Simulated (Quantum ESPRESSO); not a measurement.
# NiSO4: which magnetic order is lowest, part 2 of 2

A self-consistent run ends on one state, which hangs on the start. Several orders of NiSO4 are started in Quantum ESPRESSO and their energies compared.

Quantum ESPRESSO 7.5; LDA; plane waves with GBRV 1.5 LDA potentials, no spin-orbit coupling.

So far, absolute magnetization (μB): step 2 (run 1 (ferro ++)) 4.11.

## (3) Run 2 (antiferro +−)

Contents of pw.in:

```
&CONTROL
  calculation = 'scf'
  prefix = 'pwscf'
  outdir = './tmp'
  pseudo_dir = './pseudo'
  disk_io = 'nowf'
/
&SYSTEM
  ibrav = 0
  nat = 12
  ntyp = 4
  ecutwfc = 40
  ecutrho = 280
  nbnd = 63
  occupations = 'smearing'
  smearing = 'fd'
  degauss = 0.00367493
  nspin = 2
  starting_magnetization(1) = 0.1111
  starting_magnetization(2) = -0.1111
  starting_magnetization(3) = 0
  starting_magnetization(4) = 0
/
&ELECTRONS
  conv_thr = 2.4d-08
  electron_maxstep = 150
  mixing_beta = 0.3
/
ATOMIC_SPECIES
Ni1    58.6934 ni_lda_v1.4.uspp.F.UPF
Ni2    58.6934 ni_lda_v1.4.uspp.F.UPF
S      32.0600 s_lda_v1.4.uspp.F.UPF
O      15.9990 o_lda_v1.2.uspp.F.UPF
CELL_PARAMETERS angstrom
   2.5775000000   -3.9210000000    0.0000000000
   2.5775000000    3.9210000000    0.0000000000
   0.0000000000    0.0000000000    6.3380000000
ATOMIC_POSITIONS crystal
Ni1     0.0000000000    0.0000000000    0.0000000000
Ni2     0.0000000000    0.0000000000    0.5000000000
S       0.6400000000    0.3600000000    0.2500000000
S       0.3600000000    0.6400000000    0.7500000000
O       0.7500000000    0.2500000000    0.0500000000
O       0.2500000000    0.7500000000    0.5500000000
O       0.2500000000    0.7500000000    0.9500000000
O       0.7500000000    0.2500000000    0.4500000000
O       0.7700000000    0.7300000000    0.2500000000
O       0.2300000000    0.2700000000    0.7500000000
O       0.7300000000    0.7700000000    0.7500000000
O       0.2700000000    0.2300000000    0.2500000000
K_POINTS automatic
6 6 6 0 0 0
```

Started as:

```sh
$ OMP_NUM_THREADS=1 mpirun -n 4 pw.x -nk 4 -in pw.in > pw.out
```

Output:

```text
[banner, memory and clock lines left out]
Program PWSCF v.7.5 starts

     Message from routine setup:
     using ibrav=0 with symmetry is DISCOURAGED, use correct ibrav instead

     bravais-lattice index     =            0
     lattice parameter (alat)  =       8.8672  a.u.
     unit-cell volume          =     864.5186 (a.u.)^3
     number of atoms/cell      =           12
     number of atomic types    =            4
     number of electrons       =        96.00
     number of Kohn-Sham states=           63
     kinetic-energy cutoff     =      40.0000  Ry
     charge density cutoff     =     280.0000  Ry
     scf convergence threshold =      2.4E-08
     mixing beta               =       0.3000
     number of iterations used =            8  plain     mixing
     Exchange-correlation= SLA  PZ   NOGX NOGC
                           (   1   1   0   0   0   0   0)

     celldm(1)=   8.867176  celldm(2)=   0.000000  celldm(3)=   0.000000
     celldm(4)=   0.000000  celldm(5)=   0.000000  celldm(6)=   0.000000

     crystal axes: (cart. coord. in units of alat)
               a(1) = (   0.549303  -0.835623   0.000000 )
               a(2) = (   0.549303   0.835623   0.000000 )
               a(3) = (   0.000000   0.000000   1.350721 )

     reciprocal axes: (cart. coord. in units 2 pi/alat)
               b(1) = (  0.910244 -0.598356  0.000000 )
               b(2) = (  0.910244  0.598356 -0.000000 )
               b(3) = ( -0.000000  0.000000  0.740345 )

     PseudoPot. # 1 for Ni read from file:
     ni_lda_v1.4.uspp.F.UPF
     Pseudo is Ultrasoft + core correction, Zval = 18.0

     PseudoPot. # 2 for Ni read from file:
     ni_lda_v1.4.uspp.F.UPF
     Pseudo is Ultrasoft + core correction, Zval = 18.0

     PseudoPot. # 3 for S  read from file:
     s_lda_v1.4.uspp.F.UPF
     Pseudo is Ultrasoft + core correction, Zval =  6.0

     PseudoPot. # 4 for O  read from file:
     o_lda_v1.2.uspp.F.UPF
     Pseudo is Ultrasoft + core correction, Zval =  6.0

     atomic species   valence    mass     pseudopotential
     Ni1              18.00    58.69340     Ni( 1.00)
     Ni2              18.00    58.69340     Ni( 1.00)
     S                 6.00    32.06000     S ( 1.00)
     O                 6.00    15.99900     O ( 1.00)

     Starting magnetic structure
     atomic species   magnetization
     Ni1             0.111
     Ni2            -0.111
     S               0.000
     O               0.000

      4 Sym. Ops., with inversion, found

   Cartesian axes

     site n.     atom                  positions (alat units)
         1        Ni1    tau(   1) = (   0.0000000   0.0000000   0.0000000  )
         2        Ni2    tau(   2) = (   0.0000000   0.0000000   0.6753607  )
         3        S      tau(   3) = (   0.5493033  -0.2339744   0.3376804  )
         4        S      tau(   4) = (   0.5493033   0.2339744   1.0130411  )
         5        O      tau(   5) = (   0.5493033  -0.4178115   0.0675361  )
         6        O      tau(   6) = (   0.5493033   0.4178115   0.7428968  )
         7        O      tau(   7) = (   0.5493033   0.4178115   1.2831854  )
         8        O      tau(   8) = (   0.5493033  -0.4178115   0.6078246  )
         9        O      tau(   9) = (   0.8239550  -0.0334249   0.3376804  )
        10        O      tau(  10) = (   0.2746517   0.0334249   1.0130411  )
        11        O      tau(  11) = (   0.8239550   0.0334249   1.0130411  )
        12        O      tau(  12) = (   0.2746517  -0.0334249   0.3376804  )

     number of k points=    68  Fermi-Dirac smearing, width (Ry)=  0.0037
                       cart. coord. in units 2pi/alat
        k(    1) = (   0.0000000   0.0000000   0.0000000), wk =   0.0046296
        k(    2) = (   0.0000000   0.0000000   0.1233908), wk =   0.0092593
        k(    3) = (   0.0000000   0.0000000   0.2467817), wk =   0.0092593
        k(    4) = (   0.0000000   0.0000000  -0.3701725), wk =   0.0046296
        k(    5) = (   0.1517073   0.0997260   0.0000000), wk =   0.0185185
        [... 63 further k-points ...]

     Dense  grid:    68401 G-vectors     FFT dimensions: (  48,  48,  64)

     Smooth grid:    29479 G-vectors     FFT dimensions: (  36,  36,  50)

     Check: negative core charge=   -0.000007
     Generating pointlists ...
     new r_m :   0.1746 (alat units)  1.5481 (a.u.) for type    1
     new r_m :   0.1746 (alat units)  1.5481 (a.u.) for type    2
     new r_m :   0.1348 (alat units)  1.1952 (a.u.) for type    3
     new r_m :   0.1348 (alat units)  1.1952 (a.u.) for type    4

     Initial potential from superposition of free atoms

     starting charge      91.9999, renormalised to      96.0000
     Starting wfcs are   66 randomized atomic wfcs

     Self-consistent Calculation

     iteration #  1     ecut=    40.00 Ry     beta= 0.30
     Davidson diagonalization with overlap
     ethr =  1.00E-02,  avg # of iterations =  4.5

     total energy              =    -988.63046826 Ry
     estimated scf accuracy    <      13.85329653 Ry

     total magnetization       =     0.00 Bohr mag/cell
     absolute magnetization    =     3.83 Bohr mag/cell

     iteration #  2     ecut=    40.00 Ry     beta= 0.30
     Davidson diagonalization with overlap
     ethr =  1.00E-02,  avg # of iterations =  3.0

     total energy              =    -991.22263688 Ry
     estimated scf accuracy    <      11.99853700 Ry

     total magnetization       =    -0.00 Bohr mag/cell
     absolute magnetization    =     0.40 Bohr mag/cell

     [... further iterations left out ...]

     iteration # 13     ecut=    40.00 Ry     beta= 0.30
     Davidson diagonalization with overlap
     ethr =  3.02E-10,  avg # of iterations =  4.2

     total energy              =    -992.60849312 Ry
     estimated scf accuracy    <       0.00000005 Ry

     total magnetization       =     0.00 Bohr mag/cell
     absolute magnetization    =     3.47 Bohr mag/cell

     iteration # 14     ecut=    40.00 Ry     beta= 0.30
     Davidson diagonalization with overlap
     ethr =  5.08E-11,  avg # of iterations =  2.1

     Magnetic moment per site  (integrated on atomic sphere of radius R)
     atom   1 (R=0.175)  charge= 15.4035  magn=  1.4566
     atom   2 (R=0.175)  charge= 15.4035  magn= -1.4566
     atom   3 (R=0.135)  charge=  1.3783  magn=  0.0000
     atom   4 (R=0.135)  charge=  1.3783  magn=  0.0000
     atom   5 (R=0.135)  charge=  4.1849  magn=  0.0222
     atom   6 (R=0.135)  charge=  4.1849  magn= -0.0222
     atom   7 (R=0.135)  charge=  4.1849  magn=  0.0222
     atom   8 (R=0.135)  charge=  4.1849  magn= -0.0222
     atom   9 (R=0.135)  charge=  4.1626  magn= -0.0000
     atom  10 (R=0.135)  charge=  4.1626  magn= -0.0000
     atom  11 (R=0.135)  charge=  4.1626  magn= -0.0000
     atom  12 (R=0.135)  charge=  4.1626  magn= -0.0000

     End of self-consistent calculation

     Number of k-points >= 100: set verbosity='high' to print the bands.

     the Fermi energy is     7.4444 ev

!    total energy              =    -992.60849283 Ry
     estimated scf accuracy    <          9.6E-09 Ry
     smearing contrib. (-TS)   =      -0.00001284 Ry
     internal energy E=F+TS    =    -992.60847999 Ry

     The total energy is F=E-TS. E is the sum of the following terms:
     one-electron contribution =    -701.44856931 Ry
     hartree contribution      =     397.78375333 Ry
     xc contribution           =    -144.44198989 Ry
     ewald contribution        =    -544.50167412 Ry

     total magnetization       =    -0.00 Bohr mag/cell
     absolute magnetization    =     3.47 Bohr mag/cell

     convergence has been achieved in  14 iterations
```

Wall time 3.3 min (4 MPI ranks of Arm Neoverse V2, shared host); peak memory 1.2 GiB; 13 min of CPU time.

Spin moment in the atom's sphere by atom:

| atom | spin moment in the atom's sphere (μB) |
| --- | --- |
| Ni1 | 1.46 |
| Ni2 | -1.46 |
| S3 | 0.00 |
| S4 | 0.00 |
| O5 | 0.02 |
| O6 | -0.02 |
| O7 | 0.02 |
| O8 | -0.02 |
| O9 | 0.00 |
| O10 | 0.00 |
| O11 | 0.00 |
| O12 | 0.00 |

Read from the output:

```
smearing term TS       : 1.75e-4 eV
magnetization          : 0 μB
absolute magnetization : 3.475 μB
final state            : antiferromagnetic
```

Spin density in the bc plane of the conventional cell at fractional x = 0.000, with atoms of Ni and S and O within 0.2 Å of it.

Ten even steps from '_' (-4.2 e/Å³) to '@' (4.1 e/Å³), each cell a mean:
```
##++++++++++++++++++++++++++++++++++++++++##
++++++++++++++++++++++++++++++++++++++++++++
++++++++++++++++++++++++++++++++++++++++++++
++++++++++++++++++++++++++++++++++++++++++++
++++++++++++++++++++++++++++++++++++++++++++
++++++++++++++++++++++++++++++++++++++++++++
==++++++++++++++++++++++++++++++++==++++++++
::==++++++++++++++++++++++++++++++==++++==--
__::==++++++++++++++++++++++++++++++++++==..
======++====++++++++++++++++++++++++++++++==
++++++++++++++++++++++++++++++++++++++++++++
++++++++++++++++++++++++++++++++++++++++++++
++++++++++++++++++++++++++++++++++++++++++++
++++++++++++++++++++++++++++++++++++++++++++
++++++++++++++++++++++++++++++++++++++++++++
++++++++++++++++++++++++++++++++++++++++++++
@@##++++++++++++++++++++++++++++++++++++++%%
```
Columns run along b (7.8 Å), rows up along c (6.3 Å), edges of the conventional cell, whose origin can differ from the input's. Atoms in or near the plane, at fractional coordinates: Ni at (0.00, 0.00), Ni at (0.00, 0.50), S at (0.36, 0.25), S at (0.64, 0.75), O at (0.25, 0.05), O at (0.75, 0.55), O at (0.75, 0.95), O at (0.25, 0.45).

Valence density in the bc plane of the conventional cell at fractional x = 0.000, with atoms of Ni and S and O within 0.2 Å of it. It is the smooth field of the valence electrons, not physical close to the nuclei.

Ten steps, logarithmic in the rise over the least value, from '0' (0 e/Å³) to '9' (36 e/Å³), each cell a mean:
```
9621233200000125663248
5310011000001134553124
1100000000011233331001
0000000000012222210000
0000000000012222210000
1100000000011233321001
4310011000001134553124
9621233100000125663248
9722465310000014542259
7522565310000001221136
2111344321100000000012
0000123322100000000000
0000022222210000000000
0000123222100000000000
2111344321100000000012
7422565320000001221136
9722465310000013542159
```
Columns run along b (7.8 Å), rows up along c (6.3 Å), edges of the conventional cell, whose origin can differ from the input's. Atoms in or near the plane, at fractional coordinates: Ni at (0.00, 0.00), Ni at (0.00, 0.50), S at (0.36, 0.25), S at (0.64, 0.75), O at (0.25, 0.05), O at (0.75, 0.55), O at (0.75, 0.95), O at (0.25, 0.45).

## (4) The states side by side

An order is kept where moments of 0.15 μB or more survive with the typed signs; meshes match where a doubled cell samples the same k points as the first cell.

Orders:

| start | final state | typed order kept | energy over the lowest (meV a seeded atom) | largest site moment (μB) | net moment (μB a cell of the first run) | mesh matched | CPU time (s) |
| --- | --- | --- | --- | --- | --- | --- | --- |
| ferro ++ | ferromagnetic | yes | 74.97 | 1.55 | 3.991 | yes | 606.5 |
| antiferro +- | antiferromagnetic | yes | 0 | 1.457 | 0 | yes | 800.5 |

## (5) Summary of results

```
lowest state found      : antiferromagnetic (from antiferro +-)
largest site moment     : 1.46 μB
next state with moments : ferromagnetic, 75.0 meV a seeded atom higher
```

What this shows: Only these 2 starts were compared; other wavevectors, canted and longer-period orders were not. No Hubbard term acts here. In such compounds local and semilocal functionals without one often delocalise the d electrons, and can shrink or lose moments and miss the size, sign and order of the couplings.

[Logs and program files are shortened in this print: banners, set-up blocks, solver, clock and traceback lines can be left out without a mark of their own.]

[Logs are printed without paths, hosts, clocks, repeated set-up lines and the standing remarks that a program may print on its own settings, such as how far it seeks lower states.]

[Hosts, paths, dates, database ids (printed as entryN), source tags and the programs' standing remarks are cut or masked in the printed files.]

[Where a cell is said to come from a database of computed structures, the database is the Materials Project.]
